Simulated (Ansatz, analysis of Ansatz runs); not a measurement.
**N2V- centre in diamond: hyperfine coupling, PBE**

How near does this set-up come to the measured hyperfine coupling? Subject: N2V- centre in diamond. Set-up: PBE, 64-site cell, PBE lattice, 520 eV, k: the single point 1/4 1/4 1/4 then 2x2x2 shifted 0.5 0.5 0.5. The model is a cell of 64 host atoms with 1 site emptied, N put on another atom's site and N put on another atom's site. The isotropic coupling follows from the spin density at the nucleus, the nuclear g-factor and the total spin. This set-up takes another basis size than the usual one.

**The experiment.** 15N, isotropic: 4.02 MHz, by EPR (“Electron paramagnetic resonance of the N2V− defect in 15N-doped synthetic diamond”, 2015, B. L. Green et al.). 13C, the two neighbours of the vacancy, isotropic: 240.7 MHz, by EPR (“Electron paramagnetic resonance of the N2V− defect in 15N-doped synthetic diamond”, 2015, B. L. Green et al.). The runs below try to reproduce this.

Method: plane-wave PAW DFT, PBE; relaxation of all atoms of a defect supercell, in Ansatz 0.2.0.

**1. Set-up**

The cell holds 63 atoms: 61 C and 2 N. Cell: a = 7.143 Å, b = 7.143 Å, c = 7.143 Å, α = 90.0°, β = 90.0°, γ = 90.0°. It derives from C (space group Fd-3m). Nearest the centre at fractional (0.375, 0.375, 0.375): C41 at 1.55 Å, C48 at 1.55 Å, N26 at 1.55 Å, N4 at 1.55 Å, C37 at 2.53 Å, C36 at 2.53 Å, C52 at 2.53 Å, C45 at 2.53 Å. The cell carries charge −1.

The host's primitive cell comes from a first run (plane-wave PAW DFT, PBE; relaxation of the host's cell and atoms): vectors of 2.526, 2.526 and 2.526 Å. That is 5.70 Å³ an atom, 0.4 % over the diffraction cell's volume. The supercell is built on it.

**2. Relaxation, charge −1**

Every later number rests on the structure around the defect, so the atoms are relaxed at the host's lattice first.

relax/input.yaml

```yaml
relax:
  f_tol: 0.02
  max_steps: 80
  random_displacement: { amplitude: 0.02, seed: 445 }
crystal:
  lattice:
    - [7.14330841, 0.0, 0.0]
    - [0.0, 7.14330841, 0.0]
    - [0.0, 0.0, 7.14330841]
  atoms:
    - { symbol: C, position: [0.0, 0.0, 0.25] }
    - { symbol: C, position: [0.0, 0.25, 0.0] }
    - { symbol: C, position: [0.25, 0.0, 0.0] }
    - { symbol: "N", position: [0.25, 0.25, 0.25] }
    - { symbol: C, position: [0.125, 0.125, 0.375] }
    - { symbol: C, position: [0.125, 0.375, 0.125] }
    - { symbol: C, position: [0.375, 0.125, 0.125] }
    - { symbol: C, position: [0.0, 0.0, 0.75] }
    - { symbol: C, position: [0.0, 0.25, 0.5] }
    - { symbol: C, position: [0.25, 0.0, 0.5] }
    - { symbol: C, position: [0.25, 0.25, 0.75] }
    - { symbol: C, position: [0.125, 0.125, 0.875] }
    - { symbol: C, position: [0.125, 0.375, 0.625] }
    - { symbol: C, position: [0.375, 0.125, 0.625] }
    - { symbol: C, position: [0.375, 0.375, 0.875] }
    - { symbol: C, position: [0.0, 0.5, 0.25] }
    - { symbol: C, position: [0.0, 0.75, 0.0] }
    - { symbol: C, position: [0.25, 0.5, 0.0] }
    - { symbol: C, position: [0.25, 0.75, 0.25] }
    - { symbol: C, position: [0.125, 0.625, 0.375] }
    - { symbol: C, position: [0.125, 0.875, 0.125] }
    - { symbol: C, position: [0.375, 0.625, 0.125] }
    - { symbol: C, position: [0.375, 0.875, 0.375] }
    - { symbol: C, position: [0.0, 0.5, 0.75] }
    - { symbol: C, position: [0.0, 0.75, 0.5] }
    - { symbol: "N", position: [0.25, 0.5, 0.5] }
    - { symbol: C, position: [0.25, 0.75, 0.75] }
    - { symbol: C, position: [0.125, 0.625, 0.875] }
    - { symbol: C, position: [0.125, 0.875, 0.625] }
    - { symbol: C, position: [0.375, 0.625, 0.625] }
    - { symbol: C, position: [0.375, 0.875, 0.875] }
    - { symbol: C, position: [0.5, 0.0, 0.25] }
    - { symbol: C, position: [0.5, 0.25, 0.0] }
    - { symbol: C, position: [0.75, 0.0, 0.0] }
    - { symbol: C, position: [0.75, 0.25, 0.25] }
    - { symbol: C, position: [0.625, 0.125, 0.375] }
    - { symbol: C, position: [0.625, 0.375, 0.125] }
    - { symbol: C, position: [0.875, 0.125, 0.125] }
    - { symbol: C, position: [0.875, 0.375, 0.375] }
    - { symbol: C, position: [0.5, 0.0, 0.75] }
    - { symbol: C, position: [0.5, 0.25, 0.5] }
    - { symbol: C, position: [0.75, 0.0, 0.5] }
    - { symbol: C, position: [0.75, 0.25, 0.75] }
    - { symbol: C, position: [0.625, 0.125, 0.875] }
    - { symbol: C, position: [0.625, 0.375, 0.625] }
    - { symbol: C, position: [0.875, 0.125, 0.625] }
    - { symbol: C, position: [0.875, 0.375, 0.875] }
    - { symbol: C, position: [0.5, 0.5, 0.25] }
    - { symbol: C, position: [0.5, 0.75, 0.0] }
    - { symbol: C, position: [0.75, 0.5, 0.0] }
    - { symbol: C, position: [0.75, 0.75, 0.25] }
    - { symbol: C, position: [0.625, 0.625, 0.375] }
    - { symbol: C, position: [0.625, 0.875, 0.125] }
    - { symbol: C, position: [0.875, 0.625, 0.125] }
    - { symbol: C, position: [0.875, 0.875, 0.375] }
    - { symbol: C, position: [0.5, 0.5, 0.75] }
    - { symbol: C, position: [0.5, 0.75, 0.5] }
    - { symbol: C, position: [0.75, 0.5, 0.5] }
    - { symbol: C, position: [0.75, 0.75, 0.75] }
    - { symbol: C, position: [0.625, 0.625, 0.875] }
    - { symbol: C, position: [0.625, 0.875, 0.625] }
    - { symbol: C, position: [0.875, 0.625, 0.625] }
    - { symbol: C, position: [0.875, 0.875, 0.875] }
total_charge: -1
basis:
  ecutwfc: 520
  xc_grid: 2
hamiltonian:
  xc: pbe
kpoints:
  mp_grid: { grid: [1, 1, 1], shift: [0.25, 0.25, 0.25] }
magnetization:
  spin_polarized: true
  initial_magnetization: 1
  spin_locking: { lock_magnetization: hard }
scf:
  occupations: { method: fermi_dirac, width: 0.01 }
  max_iter: 120
output:
  forces: true
checkpoint:
  write: "../relax.run"
  compress: false
  write_wavefunctions: true
  write_every: 100000
```

The run is started by

```bash
> ansatz run input.yaml --threads 2 --pin off --max-ram 3768MiB --backend cpu --events-out ev --progress --plain --runs-dir out
```

Numbers of over 12 decimals in the logs are rounded to 6 here.

What it wrote:

```text
[... repeated set-up lines and file paths are left out, and long positions are rounded to six places ...]
Engine: ansatz 0.2.0, x86_64-unknown-linux-gnu
Pseudopotentials: kind: paw
Pseudopotential: C, paw, valence charge 4, recommended cutoff 420 eV (normal), C.paw.azcp
Pseudopotential: N, paw, valence charge 5, recommended cutoff 420 eV (normal), N.paw.azcp
Functional definition: PBE
  parameter kappa = 0.804
  parameter beta = 0.066725
  exchange = pbe_x(kappa = kappa, mu = beta*pi^2/3)
  correlation = pbe_c(beta = beta)
Crystal: 63 atoms, lattice volume = 364.501 Å³
Basis set: ecut = 520 eV, 9795 PW (Γ), exchange–correlation on 108×108×108 points (8 copies of the dense FFT grid, shifted against one another)
Bands: 191, of which v1, the nominal top of the filled ones, is band 128 counted from 1 (127 counted from 0)
Symmetry: 1 space group operations
k-points: 1
Non-local potential: C, projectors of the file, l = 0: 2, l = 1: 2, l = 2: 1
Non-local potential: N, projectors of the file, l = 0: 2, l = 1: 2, l = 2: 1
PAW form: soft (Blöchl's): semilocal exchange-correlation on the pseudo side does not see the compensation charge
PAW one-centre angular grid: C, 110 points (default); XC on 64 Gauss nodes
PAW one-centre angular grid: N, 110 points (default); XC on 64 Gauss nodes
Initial density: superposition of atomic densities (chi_scale 0.1, normalization cell, long waves kept (reshape's long-wave potential 0.33 eV rms))
Starting moments: Σ|m| = 1 μB on 63 of 63 sites
Initial wavefunctions: pseudopotential atomic-orbital guess
Functional: x = pbe(κ = 0.804, μ = 0.219515), c = pbe(β = 0.066725)
SCF iter   1: F=—  HF=-16062.073391 eV  |F-HF|=—  |Δ(HF+E_count)|=         —  Δρ=7.06e-2 (↑7.06e-2 ↓6.93e-2)  dr2=5.30e1  dr2_m=2.62e-1  M=1.000 μB ∫|m|=1.002 μB  β_m=0.30  ethr=3.10e-3  ⟨swp⟩=6.0  Hψ=1624  notcnv=0  defer=22
preconditioner: auto → Resta (q_TF=auto, 2.571 Å⁻¹)  ε∞=4.4  [insulator: Δε(μ)=0.585 eV  Ē_g=16.849 eV  σ=0.010 eV  W_gap=1.00  n_scr=92 (ndim 8)  ℏωp=31.1 eV  f_vac=0.000  D(μ)=0.00/eV (n_scr^D=0)  ε∞_Penn≈4.4]
spin=Collinear: Resta preconditioning applied to the charge; magnetization (m = ρ↑ − ρ↓) channel mixes plain (no charge-response kernel on spin).
SCF iter   2: F=—  HF=-16054.304803 eV  |F-HF|=—  |Δ(HF+E_count)|=    7.77e0  Δρ=5.12e-2 (↑5.12e-2 ↓5.04e-2)  dr2=2.79e1  dr2_m=1.41e-1  M=1.000 μB ∫|m|=1.013 μB  β_m=0.65  ethr=3.10e-3  ⟨swp⟩=3.0  Hψ=711  notcnv=0  defer=111
SCF iter   3: F=—  HF=-16045.707460 eV  |F-HF|=—  |Δ(HF+E_count)|=    8.60e0  Δρ=5.25e-3 (↑4.78e-3 ↓5.25e-3)  dr2=2.45e-1  dr2_m=3.02e-3  M=1.000 μB ∫|m|=1.104 μB  β_m=0.69  ethr=3.10e-3  ⟨swp⟩=3.0  Hψ=558  notcnv=0  defer=111
SCF iter   4: F=—  HF=-16045.799814 eV  |F-HF|=—  |Δ(HF+E_count)|=   9.24e-2  Δρ=2.42e-3 (↑2.23e-3 ↓2.42e-3)  dr2=4.83e-2  dr2_m=5.09e-4  M=1.000 μB ∫|m|=1.119 μB  β_m=0.73  ethr=9.62e-5  ⟨swp⟩=3.0  Hψ=821  notcnv=0  defer=114
SCF iter   5: F=—  HF=-16045.828670 eV  |F-HF|=—  |Δ(HF+E_count)|=   2.89e-2  Δρ=7.31e-4 (↑5.88e-4 ↓7.31e-4)  dr2=4.14e-3  dr2_m=1.01e-4  M=1.000 μB ∫|m|=1.125 μB  β_m=0.75  ethr=1.89e-5  ⟨swp⟩=2.5  Hψ=537  notcnv=0  defer=114
SCF iter   6: F=—  HF=-16045.832632 eV  |F-HF|=—  |Δ(HF+E_count)|=   3.96e-3  Δρ=2.17e-4 (↑1.76e-4 ↓2.17e-4)  dr2=4.72e-4  dr2_m=9.00e-6  M=1.000 μB ∫|m|=1.128 μB  β_m=0.72  ethr=1.62e-6  ⟨swp⟩=2.0  Hψ=536  notcnv=0  defer=114
SCF iter   7: F=—  HF=-16045.832758 eV  |F-HF|=—  |Δ(HF+E_count)|=   1.26e-4  Δρ=5.59e-5 (↑5.16e-5 ↓5.59e-5)  dr2=2.22e-5  dr2_m=5.86e-7  M=1.000 μB ∫|m|=1.128 μB  β_m=0.76  ethr=1.85e-7  ⟨swp⟩=2.0  Hψ=521  notcnv=0  defer=114
SCF iter   8: F=-16045.832789 eV  HF=-16045.832788 eV  |F-HF|=1.14e-6  |Δ(HF+E_count)|=   2.99e-5  Δρ=1.61e-5 (↑1.46e-5 ↓1.61e-5)  dr2=1.73e-6  dr2_m=3.28e-8  M=1.000 μB ∫|m|=1.129 μB  ethr=3.92e-9  ⟨swp⟩=4.0  Hψ=903  notcnv=0
SCF 1 converged in 8 iterations: F = -16045.832789 eV  dr2 = 1.73e-6
  greatest PAW one-centre occupation: 0.793 electrons in one spin orbital (limit 2), on the N atom at site 3 (counted from 0), in its partial waves of l = 0
relax step   1: F+E_penalty+E_count = -16045.83278918 eV  Δ(F+E_penalty+E_count) = +0.000e0 eV  max|allowed force component| = 2.046e0 eV/Å  Δτ_max = 0.0000 Å  (8 SCF iters, dr2 threshold 1.00e-5 eV, accepted)
[... the SCF cycles and remarks between the steps are left out from here to the last step ...]
relax step   2: F+E_penalty+E_count = -16046.89995662 eV  Δ(F+E_penalty+E_count) = -1.067e0 eV  max|allowed force component| = 1.440e0 eV/Å  Δτ_max = 0.1037 Å  (6 SCF iters, dr2 threshold 1.00e-4 eV, accepted)
relax step   3: F+E_penalty+E_count = -16047.15487275 eV  Δ(F+E_penalty+E_count) = -2.549e-1 eV  max|allowed force component| = 9.368e-1 eV/Å  Δτ_max = 0.0640 Å  (5 SCF iters, dr2 threshold 1.00e-4 eV, accepted)
relax step   4: F+E_penalty+E_count = -16047.22635135 eV  Δ(F+E_penalty+E_count) = -7.148e-2 eV  max|allowed force component| = 1.307e-1 eV/Å  Δτ_max = 0.0248 Å  (4 SCF iters, dr2 threshold 1.00e-4 eV, accepted)
relax step   5: F+E_penalty+E_count = -16047.22801969 eV  Δ(F+E_penalty+E_count) = -1.668e-3 eV  max|allowed force component| = 1.615e-2 eV/Å  Δτ_max = 0.0078 Å  (5 SCF iters, dr2 threshold 1.07e-6 eV, accepted)
iter 1 solved again at ethr=2.84e-11 eV; its pass at ethr=3.10e-3 eV (dr2=7.24e-8 eV) is discarded
SCF iter   1: F=—  HF=-16047.228020 eV  |F-HF|=—  |Δ(HF+E_count)|=         —  Δρ=2.31e-6 (↑2.25e-6 ↓2.31e-6)  dr2=7.22e-8  dr2_m=1.43e-10  M=1.000 μB ∫|m|=1.143 μB  β_m=0.30  ethr=2.84e-11  ⟨swp⟩=1.0  Hψ=1062  notcnv=0  defer=114
SCF iter   2: F=-16047.228020 eV  HF=-16047.228020 eV  |F-HF|=4.48e-9  |Δ(HF+E_count)|=   3.49e-9  Δρ=1.59e-6 (↑1.54e-6 ↓1.59e-6)  dr2=3.36e-8  dr2_m=8.55e-11  M=1.000 μB ∫|m|=1.143 μB  ethr=2.83e-11  ⟨swp⟩=3.0  Hψ=758  notcnv=0
SCF 6 converged in 2 iterations: F = -16047.228020 eV  dr2 = 3.36e-8
relax step   6: F+E_penalty+E_count = -16047.22801970 eV  Δ(F+E_penalty+E_count) = -1.737e-8 eV  max|allowed force component| = 1.616e-2 eV/Å  Δτ_max = 0.0000 Å  (2 SCF iters, accepted)
NSCF: frozen V_eff on 1 k-points
the band table was solved once a step of the walk had ended and its energy, with any forces and stress, was formed, with the checks that follow a solve (1868 applications of the Hamiltonian). They found nothing against the state; [...]
SCF converged after 2 iterations
Magnetization: 1.0000 μB (128.0000 up, 127.0000 down)
Absolute magnetization: 1.1429 μB (∫|ρ↑−ρ↓|, with the PAW one-centre terms)
Spin contamination: 0.0045 ħ² per cell (⟨S²⟩ above its minimum at these occupations)
Per-site moments (μB) at R_I (Å): [(0.00117614, 0.632966), (0.00117531, 0.632949), (0.000275297, 0.632988), [... 60 left out ...]
Free energy (F): -16047.228020 eV
Harris-Foulkes:  -16047.228020 eV  (|F-HF|=4.48e-9)
Internal energy: -16047.228020 eV  (E = F + TS)
E sigma→0 (E₀):  -16047.228020 eV
Fermi energy:    15.579471 (↑ 16.410766, ↓ 15.295940) eV
--- Per-component energies (eV) ---
  E_band       = 1017.328206
  E_kinetic    = 5899.472199
  E_local      = -4254.957679  (includes V_loc(G=0)·N_el)
  E_nonlocal   = 1723.752876
  E_hartree    = 971.922746
  E_xc         = -3096.972865
  E_vxc        = -3848.605639  (∫ρ·V_xc dr)
  E_paw        = -6308.546725  (= ΣΔE_a)
  E_vpaw       = -446.180176  (= ΣTr[D̂ρ^β])
  E_aug_tail   = 0.000270  (compensation charges beyond the density's cutoff)
  E_ewald      = -10981.898842
  E_smearing   = -0.000000  (= −TS)
  E_closure    = 0.000000  (closes the sum)
  E_deformation_potential = -21.071500  (in the stress; not in F)
  Σ components = -16047.228020   (vs F -16047.228020, Δ=0.00e0)
--- Forces (eV/Å), atoms counted from 1 ---
  atom   1  C     -0.00262888     0.00299990     0.00006108
  atom   2  C     -0.00036088     0.00286336     0.00226812
  [... 1 atom left out ...]
  atom   4  N     -0.01287950    -0.00538983    -0.00295383
  atom   5  C      0.00203655     0.01078777     0.00684587
  atom   6  C      0.00064273     0.00459048     0.00902761
  [... 2 atoms left out ...]
  atom   9  C      0.00722651     0.00680601    -0.00704297
  [... 3 atoms left out ...]
  atom  13  C     -0.00164812    -0.00874005    -0.00737710
  [... 2 atoms left out ...]
  atom  16  C      0.00545173    -0.00525287     0.01035467
  [... 3 atoms left out ...]
  atom  20  C      0.00122683    -0.00823749    -0.01493290
  [... 5 atoms left out ...]
  atom  26  N     -0.00889852     0.00471010     0.00573174
  [... 14 atoms left out ...]
  atom  41  C     -0.00594414     0.00213138    -0.00767571
  [... 6 atoms left out ...]
  atom  48  C     -0.00713683    -0.00571702     0.00101379
  [... 15 atoms left out ...]
  max |Σ_I F_I| component: 6.49e-6 eV/Å
--- Band table (eV) ---
  k-point 0 ↑: bands = ["-8.3514", "-7.5525", "-7.1391", "-6.9761", [... 183 left out ...] "22.7537", "22.8725", "23.2194", "23.2716"]
  k-point 0 ↓: bands = ["-8.3434", "-7.5484", "-7.1260", "-6.9602", [... 183 left out ...] "22.7811", "22.9054", "23.2776", "23.3115"]
--- Relaxed structure (6 steps of the walk, 6 accepted, 0 SCFs on fresh bases) ---
  F+E_penalty+E_count = -16047.22801970 eV   max|allowed force component| = 1.616e-2 eV/Å
  atoms:
    - { symbol: C, position: [-0.000774, -0.001323, 0.250068] }
    - { symbol: C, position: [-0.000781, 0.249773, -0.001028] }
    [... 1 atom left out ...]
    - { symbol: N, position: [0.240116, 0.239875, 0.240151] }
    - { symbol: C, position: [0.126485, 0.126266, 0.369372] }
    - { symbol: C, position: [0.126491, 0.369098, 0.126560] }
    [... 2 atoms left out ...]
    - { symbol: C, position: [0.002626, 0.252403, 0.497669] }
    [... 3 atoms left out ...]
    - { symbol: C, position: [0.125876, 0.380824, 0.624498] }
    [... 2 atoms left out ...]
    - { symbol: C, position: [0.002633, 0.497383, 0.252684] }
    [... 3 atoms left out ...]
    - { symbol: C, position: [0.125867, 0.624211, 0.381137] }
    [... 5 atoms left out ...]
    - { symbol: N, position: [0.239085, 0.510835, 0.511128] }
    [... 14 atoms left out ...]
    - { symbol: C, position: [0.510372, 0.244199, 0.505488] }
    [... 6 atoms left out ...]
    - { symbol: C, position: [0.510379, 0.505196, 0.244492] }
    [... 15 atoms left out ...]
```

Wall time 42 s (2 threads of AMD EPYC 9R14 (Zen 4), shared host); peak memory 1.3 GiB.

Relaxation path:

| step | energy less that of the first step (eV) | largest force component (eV/Å) |
| --- | --- | --- |
| 1 | 0.0000 | 2.0457 |
| 2 | -1.0672 | 1.4401 |
| 3 | -1.3221 | 0.9368 |
| 4 | -1.3936 | 0.1307 |
| 5 | -1.3952 | 0.0161 |
| 6 | -1.3952 | 0.0162 |

The atoms that moved most (Å, from the sites as typed, ahead of the random displacement):

| atom | dx | dy | dz | length |
| --- | --- | --- | --- | --- |
| N26 | -0.078 | 0.078 | 0.078 | 0.135 |
| N4 | -0.071 | -0.072 | -0.072 | 0.124 |
| C48 | 0.074 | 0.037 | -0.041 | 0.093 |
| C41 | 0.074 | -0.041 | 0.037 | 0.092 |
| C14 | 0.016 | 0.030 | -0.029 | 0.045 |
| C22 | 0.017 | -0.029 | 0.030 | 0.045 |
| C5 | 0.010 | 0.009 | -0.042 | 0.044 |
| C6 | 0.010 | -0.042 | 0.009 | 0.044 |

The atoms nearest to the centre after the run:

| atom | distance (Å) |
| --- | --- |
| C48 | 1.634 |
| C41 | 1.636 |
| N4 | 1.670 |
| N26 | 1.682 |
| C22 | 2.482 |
| C14 | 2.485 |
| C6 | 2.510 |
| C5 | 2.512 |
| C52 | 2.513 |
| C45 | 2.514 |
| C7 | 2.514 |
| C37 | 2.515 |
| C36 | 2.516 |
| C20 | 2.518 |
| C13 | 2.519 |
| C30 | 2.522 |

Numbers from this step:

```
free energy                           : -16047.2280 eV
total moment                          : 1 μB
integral of the absolute spin density : 1.143 μB
spin contamination                    : 0.004454
```

The relaxation ends 22 meV an atom lower than the displaced start, with a largest force component of 0.016 eV/Å.

[end of part 1 of 2]

[Logs are printed without paths, hosts, clocks, repeated set-up lines and the standing remarks that a program may print on its own settings, such as how far it seeks lower states.]

[Hosts, paths, dates, database ids (printed as entryN), source tags and the programs' standing remarks are cut or masked in the printed files.]

[For some hosts the program warned that the k-mesh of the response run may be too coarse for force constants and the static dielectric constant; such warnings are not shown here.]
